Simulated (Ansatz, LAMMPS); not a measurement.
# A frame of liquid ethylene glycol from 300 K (170 atoms): geometry optimisation, part 3 of 3

How does a frame of liquid ethylene glycol from 300 K (170 atoms) relax, and what do bonds, charges and levels look like afterwards?

Ansatz 0.2.0; Kohn-Sham DFT, revPBE+D4, PAW (set soft_2), plane waves.

The cell: 34 O, 34 C and 102 H. The network of contacts between molecules at the start is that of the classical potential that made the cell. The density was typed from a rule of thumb and may lie off the real one at this temperature. Sampling is at Γ alone, for a cell whose shortest periodic width is 12 Å.

So far, density (g/cm³): step 5 (local order after relaxation) 1.11.

## (6) Single point at the relaxed geometry

One more single point at the end of the walk gives the fuller output and checks the residual forces.

Contents of input.yaml:

```yaml
crystal:
  lattice:
    - [11.64343, 0.0, 0.0]
    - [0.0, 11.64343, 0.0]
    - [0.0, 0.0, 11.64343]
  atoms:
    - { symbol: O, position: [0.87089, 0.66474, 0.84313] }
    - { symbol: C, position: [0.93388, 0.62193, 0.74649] }
    - { symbol: C, position: [0.88086, 0.65746, 0.63221] }
    - { symbol: O, position: [0.85709, 0.77763, 0.62715] }
    - { symbol: H, position: [0.78766, 0.65833, 0.82708] }
    - { symbol: H, position: [0.93984, 0.52756, 0.74959] }
    - { symbol: H, position: [0.02145, 0.6562, 0.75466] }
    - { symbol: H, position: [0.79792, 0.61408, 0.62102] }
    - { symbol: H, position: [0.93796, 0.63047, 0.56138] }
    - { symbol: H, position: [0.92973, 0.82169, 0.61583] }
    - { symbol: O, position: [0.0125, 0.29872, 0.36293] }
    - { symbol: C, position: [0.89313, 0.30048, 0.39184] }
    - { symbol: C, position: [0.81575, 0.2373, 0.3069] }
    - { symbol: O, position: [0.80065, 0.29597, 0.19934] }
    - { symbol: H, position: [0.02211, 0.33213, 0.28483] }
    - { symbol: H, position: [0.86271, 0.38992, 0.40086] }
    - { symbol: H, position: [0.88474, 0.25831, 0.47568] }
    - { symbol: H, position: [0.73191, 0.22229, 0.34788] }
    - { symbol: H, position: [0.8535, 0.15309, 0.28699] }
    - { symbol: H, position: [0.74153, 0.3562, 0.21119] }
    - { symbol: O, position: [0.28694, 0.04442, 0.95337] }
    - { symbol: C, position: [0.26973, 0.13376, 0.03698] }
    - { symbol: C, position: [0.20083, 0.09114, 0.13987] }
    - { symbol: O, position: [0.2505, 0.99097, 0.18903] }
    - { symbol: H, position: [0.33699, 0.98456, 0.98964] }
    - { symbol: H, position: [0.2231, 0.20372, 0.99434] }
    - { symbol: H, position: [0.35361, 0.16752, 0.06566] }
    - { symbol: H, position: [0.11377, 0.06802, 0.11164] }
    - { symbol: H, position: [0.19251, 0.16022, 0.20396] }
    - { symbol: H, position: [0.31101, 0.00975, 0.24639] }
    - { symbol: O, position: [0.59007, 0.88877, 0.20776] }
    - { symbol: C, position: [0.61453, 0.94937, 0.31251] }
    [... 132 atom lines left out ...]
    - { symbol: H, position: [0.59472, 0.67927, 0.48213] }
    - { symbol: H, position: [0.7441, 0.58038, 0.38599] }
    - { symbol: H, position: [0.70503, 0.71805, 0.33109] }
    - { symbol: H, position: [0.72411, 0.59381, 0.17059] }
    - { symbol: H, position: [0.57504, 0.62013, 0.18833] }
    - { symbol: H, position: [0.55762, 0.44041, 0.26618] }
kpoints:
  mp_grid: { grid: [1, 1, 1] }
hamiltonian:
  xc: revpbe
  dispersion: d4
scf:
  occupations: { method: fixed }
output:
  forces: true
  stress: true
  populations: true
  dos:
    method: { smearing: { sigma: 0.15 } }
    de: 0.1
    projected: { site_lists: { C: [C], H: [H], O: [O] } }
  eigenvalues: true
  write_density: true
  write_potential: true
  volumetric_format: npy
```

On the command line:

```console
ansatz run input.yaml --threads 4 --pin off --max-ram 8192MiB --backend cpu --events-out ev --progress --plain --runs-dir out
```

Numbers of over 12 decimals in the logs are rounded to 6 here.

Log:

```text
[...]
Crystal: 170 atoms, lattice volume = 1578.494 Å³
Basis set: ecut = 420 eV, 31031 PW (Γ), exchange–correlation on 160×160×160 points (8 copies of the dense FFT grid, shifted against one another)
Bands: 391, of which v1, the nominal top of the filled ones, is band 221 counted from 1 (220 counted from 0)
Symmetry: 1 space group operations
[...]
k-points: 1
[...]
SCF iter   1: F=—  HF=-29548.526248 eV  |F-HF|=—  |Δ(HF+E_count)|=         —  Δρ=6.17e-3  dr2=7.49e-1  ethr=1.77e-3  ⟨swp⟩=5.0  Hψ=1340  notcnv=0  defer=168
[...]
SCF iter   9: F=-29548.366225 eV  HF=-29548.366225 eV  |F-HF|=4.94e-8  |Δ(HF+E_count)|=   2.03e-7  Δρ=2.06e-6  dr2=5.74e-8  ethr=2.26e-11  ⟨swp⟩=20.0  Hψ=3795  notcnv=0
SCF 1 converged in 9 iterations: F = -29548.366225 eV  dr2 = 5.74e-8
[...]
WARN: The input density's exchange-correlation potential varies sharply where the density is thin. Do not read a vacuum level from v_tot or v_xc, or from such a field of the output density. On a cell that repeats whose density bears no net charge and no dipole along the vacuum's axis use v_es (v_loc + v_h of the components); [...]
SCF converged after 9 iterations
Free energy (F): -29548.366225 eV
[...]
Internal energy: -29548.366225 eV  (E = F + TS)
E sigma→0 (E₀):  -29548.366225 eV
Fermi energy:    -0.396028 eV
[...]
--- Forces (eV/Å), atoms counted from 1 ---
  atom   1  O      0.00224168    -0.00076513    -0.00534644
  atom   2  C     -0.00021792     0.00564829     0.01869985
  atom   3  C     -0.00158304    -0.00263728    -0.00993038
  atom   4  O     -0.00054636     0.00643267    -0.00259049
  atom   5  H     -0.00007674    -0.00053913    -0.00233581
  atom   6  H      0.00167740    -0.00367215    -0.00236931
  atom   7  H      0.00059864     0.00030103    -0.00115163
  atom   8  H     -0.00000420     0.00096999     0.00006591
  atom   9  H      0.00192116     0.00176592    -0.00113505
  atom  10  H     -0.00211161    -0.00135379     0.00083498
  atom  11  O      0.00217646    -0.00198452     0.00350087
  atom  12  C      0.00684081     0.00174831     0.00781784
  atom  13  C     -0.00077003    -0.00023230    -0.00662246
  atom  14  O      0.00002062     0.00061516    -0.00188716
[...]
atom 169  H     -0.00392167     0.00039991    -0.00210600
  atom 170  H      0.00062131    -0.00089637     0.00041183
  max |Σ_I F_I| component: 1.16e-4 eV/Å
--- Stress (GPa, compression-positive) ---
        0.133101       0.027298      -0.119974
        0.027298       0.091978      -0.057784
       -0.119974      -0.057785       0.168665
  P = ⅓ Tr σ = 0.1312 GPa (1.312 kbar)
--- Band table (eV) ---
[...]
--- Löwdin populations: 170 sites ---
  site symbol       q [e]
     0      O      6.5080
     1      C      4.0534
     2      C      4.0637
[...]
169      H      0.6209
  spilling = 0.012825 (of n_electrons = 442.000000)
```

The job ended after 11 s (4 threads of AMD EPYC 9R45, shared host; peak memory 2 GiB).

The program notes that the exchange-correlation potential is rough where the density is thin.

The run gave:

```
free energy                                      : -29548.3662 eV
free energy per atom                             : -173.8139 eV/atom
SCF cycles                                       : 9
pressure                                         : 0.1312 GPa
r.m.s. force component                           : 0.00501 eV/Å
longest force                                    : 0.06029 eV/Å
Fermi energy                                     : -0.396 eV
gap (highest filled to lowest empty level) : 4.901 eV
spilling of the projection                       : 0.01282
```

Löwdin charges by element (they lack the spilled electrons, 0.033 e an atom on average):

```
element  coordination  atoms  mean charge (e)  spread    least    most
      C           all     34          -0.0539  0.0067  -0.0647  -0.036
      H           all    102            0.247  0.0952    0.148   0.399
      O           all     34           -0.521  0.0139   -0.568  -0.502
```

Density of states as counts of states in windows of 1 eV (from the Fermi level), total and the larger projections:

```
from (eV)  to (eV)  total   O p   C p  H s   C s
      -18      -14    0.0   0.0   0.0  0.0   0.0
      -14      -13    3.4   0.4   0.4  0.8   1.6
      -13      -12   30.6   3.2   3.4  6.7  14.1
      -12      -11    0.0   0.0   0.0  0.0   0.0
      -11      -10    9.4   2.7   1.3  2.5   2.5
      -10       -9   24.6   6.9   3.3  6.5   6.8
       -9       -8    0.0   0.0   0.0  0.0   0.0
       -8       -7   36.5  16.1  11.7  6.9   0.5
       -7       -6   33.8  12.3  12.7  6.8   0.7
       -6       -5   46.7  14.3  22.1  8.2   0.4
       -5       -4   44.9  16.0  18.4  9.0   0.2
       -4       -3   29.7  14.1   8.4  5.5   0.2
       -3       -2   37.0  20.3   7.6  6.7   0.2
       -2       -1   39.3  29.5   4.0  4.5   0.3
       -1        0   36.8  27.9   4.5  3.5   0.2
        0        1    1.3   1.0   0.2  0.1   0.0
        1        4    0.0   0.0   0.0  0.0   0.0
        4        5    1.5   0.0   0.3  0.7   0.1
```

With fixed occupations the program's Fermi level is the highest filled level; weight inside the gap is the broadening of levels at its edges.

Between -21 and -18 eV lie 68 more states.

The levels nearest the highest filled one (over half full), pooled over k-points and spins:

```
level less the highest filled one (eV)  occupation
                                -0.546           2
                                -0.504           2
                                -0.448           2
                                -0.390           2
                                -0.200           2
                                     0           2
                                  4.90           0
                                  5.18           0
                                  5.34           0
                                  5.42           0
                                  5.56           0
                                  5.67           0
```

Electrostatic potential energy in the ac plane at fractional y = 0.286, with atoms of O and C and H within 0.2 Å of it. With pseudopotentials it is smooth inside the atoms' cores, unlike the true potential.

Ten even steps from '0' (-39 eV) to '9' (6 eV), each cell a mean:
```
999999999999999999851152389999999
999999999999999998435788899995226
889999999999999994002899999983003
788899999999999996215899999986447
887799999999999999989888999988888
999999999999999999999989999999999
999999999999999999999999999999999
999999999999999999888889999999999
999999999999999998225347899999999
999999999999999999761004899999999
999999998999999999983116999999999
999999971489999999985479999988899
999999985689998899997789999974799
789999998888772179999999999841268
017999999986445689999999998710032
006999999985568999999999987653461
568999999961389999999999874368887
889999999987899999999999874579999
999999999999999999999999820069999
999999999999999999999999820169999
999999999999999999999999987899999
999999999999999999878999999999999
999999999999999999605789999999999
999999999999999999841264599999999
```
Columns run along a (11.6 Å; values clipped at the 3rd and 97th percentile), rows up along c (11.6 Å). Atoms in or near the plane, at fractional coordinates: O at (0.01, 0.36), C at (0.89, 0.39), O at (0.80, 0.20), C at (0.65, 0.59), H at (0.57, 0.64), O at (0.57, 0.88), H at (0.71, 0.98), H at (0.58, 0.06), O at (0.93, 0.90), H at (0.45, 0.42), H at (0.35, 0.31), H at (0.25, 0.50).

Valence density in the ac plane at fractional y = 0.286, with atoms of O and C and H within 0.2 Å of it. It is the smooth field of the valence electrons, not physical close to the nuclei.

Ten steps, logarithmic in the rise over the least value, from '0' (0.0 e/Å³) to '9' (6.1 e/Å³), each cell a mean:
```
100000011110000012466667531124543
321000000111100135776544311147986
532210000111100147998521101258997
544420000112211136897432111246776
344421000012221113444333432223333
222210000011221000111234543211111
000000000001110000111123433111111
000000000000000002344333321101110
000000000000000013676665321000100
000000001100000012567776421000000
000000123321000001356765311011100
000000246642111101246653101134320
111000246653334321124431001356532
653200123444567641011110012467655
996310011245666531000001223567778
996310000246654310000012345666668
764200000246642100000002345654345
332100000123321000000001357753112
111000000000000000000012589963111
221000000000000000000012589963212
221000000000000000111001356642122
211000000000000001344211112211111
000000000000000012576543210000000
000000011000000012467666521001111
```
Columns run along a (11.6 Å), rows up along c (11.6 Å). Atoms in or near the plane, at fractional coordinates: O at (0.01, 0.36), C at (0.89, 0.39), O at (0.80, 0.20), C at (0.65, 0.59), H at (0.57, 0.64), O at (0.57, 0.88), H at (0.71, 0.98), H at (0.58, 0.06), O at (0.93, 0.90), H at (0.45, 0.42), H at (0.35, 0.31), H at (0.25, 0.50).

Mean Löwdin charges: C -0.05, H +0.25, O -0.52 e (they miss 1.3 % of the electrons, so they add up to more than the cell's charge). The largest share in the top eV of filled states is O p (77 % of the projected weight), and in the lowest eV of empty states H s (52 % of the projected weight).

A closer look about H77, picked at random: 13 atoms, nearest first, numbered in the order of the input, with positions taken from that point.

```
atom      x      y      z  distance (Å)  bonds  Löwdin charge (e)
 H77   0.00   0.00   0.00          0.00      1               0.18
 C72   0.25  -0.29   1.03          1.10      4              -0.05
 H76  -0.71  -0.42   1.57          1.77      1               0.16
 O71   0.95  -1.53   0.94          2.03      2              -0.53
 C73   1.03   0.84   1.67          2.14      4              -0.06
H156  -2.09  -0.29  -0.89          2.29      1               0.16
 H18   1.20  -1.01  -1.78          2.37      1               0.17
 H78   0.43   1.76   1.60          2.42      1               0.18
 H79   1.97   1.01   1.13          2.49      1               0.18
 H75   1.19  -1.84   1.83          2.86      1               0.40
 H39  -0.83  -2.57  -0.99          2.88      1               0.18
 H17   2.98  -0.59  -0.29          3.05      1               0.19
 H16   2.73   0.94  -1.16          3.11      1               0.16
```

The column of bonds counts only the pairs H-C within 1.34 Å, H-O within 1.21 Å, C-C within 1.85 Å, C-O within 1.73 Å; other neighbours, such as metal atoms beside each other in a compound, aren't counted, and periodic images can show an atom twice.

## (7) Summary of results

```json
{
  "energy change in the relaxation": "-60.96 meV/atom",
  "r.m.s. displacement": "0.786 Å",
  "largest displacement": "2.259 Å",
  "free energy per atom": "-173.8139 eV/atom",
  "pressure": "0.1312 GPa",
  "r.m.s. force component": "0.00501 eV/Å",
  "gap (highest filled to lowest empty level)": "4.901 eV",
  "wall time of the 3 DFT runs": "4.2 min"
}
```

**Reading.** Relaxation lowers the energy by 61.0 meV/atom and moves atoms by 0.79 Å r.m.s.; the r.m.s. force component goes from 0.88 to 0.0050 eV/Å, the pressure goes from 2.8 to 0.13 GPa, and the gap from 4.55 to 4.90 eV. By the final cutoffs no bond was broken or made. First to last step the energy falls by 10.363 eV; the largest move, 2.26 Å, is that of O4. The C-C bonds change most in mean length: from 1.508 Å (spread 0.037) to 1.521 Å (spread 0.004). With the cutoffs above, all C atoms have 4, all H atoms have 1 and all O atoms have 2 bonded neighbours. Between filled and empty levels lie 4.90 eV (at Γ alone); a semilocal functional tends to put such gaps too low. In a disordered cell it changes from sample to sample and from frame to frame.

What to keep in mind: The network of contacts between molecules at the start is that of the classical potential that made the cell; in DFT atoms moved by 0.79 Å r.m.s.

[Logs are printed without paths, hosts, clocks, repeated set-up lines and the standing remarks that a program may print on its own settings, such as how far it seeks lower states.]

[Hosts, paths, dates, database ids (printed as entryN), source tags and the programs' standing remarks are cut or masked in the printed files.]
